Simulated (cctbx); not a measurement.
**Symmetry from intensities**

Cell: a = 4.0660 Å, b = 4.0660 Å, c = 9.0500 Å, α = 90.00°, β = 90.00°, γ = 90.00°. Expected content of the cell: Er2 Sb2 Ni2 O2.

Simulated single-crystal data (cctbx): synchrotron X-rays, λ = 0.6889 Å, to d = 0.84 Å, 50 % of the full sphere, strongest reflection 5000 counts, noise from counting, a 6 % proportional error and a noise floor of 15 counts (s.d.); no absorption, some extinction.

A first pass over the reflections prints:

```text
549 reflections to d = 0.843 A
centring   violations  <I/sigma> of those
    A        157 of   286      6.9
    B        157 of   280      6.9
    C        166 of   268      7.3
    I        173 of   266      7.3
    R        219 of   368      7.1
    F        240 of   417      7.0
Laue class    unique    Rint  (classes that these axes allow; Friedel mates merged)
P -1              413   0.047
P 1 2/m 1         285   0.049
P 1 1 2/m         267   0.051
P 2/m 1 1         277   0.052
P m m m           179   0.055
P 4/m             148   0.058
P 4/m m m         110   0.061
space group    extra absences  I>4sigma  <I/sigma>
P 4 2 2                 0          0         -  acentric
P 4 21 2                6          0       0.4  acentric
P 4 m m                 0          0         -  acentric
P -4 2 m                0          0         -  acentric
P -4 21 m               6          0       0.4  acentric
P -4 m 2                0          0         -  acentric
P 4/m m m               0          0         -  centric
P 4/n m m :1           18          0       0.2  centric
P 4/n m m :2           18          0       0.2  centric
Wilson B = 0.84 A^2   <|E^2-1|> = 0.786 (0.968 centric, 0.736 acentric)   E^2>4: 0.0 %
shell (A)         n   <I/sigma>
 9.05 - 1.68     22     13.3
 1.68 - 1.34     12     13.4
 1.34 - 1.17     14     18.9
 1.17 - 1.06     11     13.5
 1.06 - 0.99     13     15.8
 0.99 - 0.93     14     14.5
 0.93 - 0.88     14     12.6
 0.88 - 0.84     10     14.5
```

Q: Read the symmetry from these tables.

Every centring test has many violations, so the lattice is primitive.

Rint stays low (0.047 to 0.061) up to P 4/m m m, the highest class in these axes.

9 settings pass the absence test. The most absences obeyed, 18, belong to P 4/n m m alone.

⟨|E²−1|⟩ = 0.786 leans to a non-centrosymmetric structure. Here that hint misleads: the statistic assumes many like atoms on general positions, and few, heavy or special-position atoms break it. The Wilson B of 0.84 Å² means U ≈ 0.0106 Å².

The true group is P4/nmm (no. 129, origin choice 1), Laue class 4/mmm, centrosymmetric. The tables fix it.

The model is made up (kin elements in a known structure type, no relaxation), so it says nothing on whether the phase exists.

[Logs are printed without paths, hosts, clocks, repeated set-up lines and the standing remarks that a program may print on its own settings, such as how far it seeks lower states.]
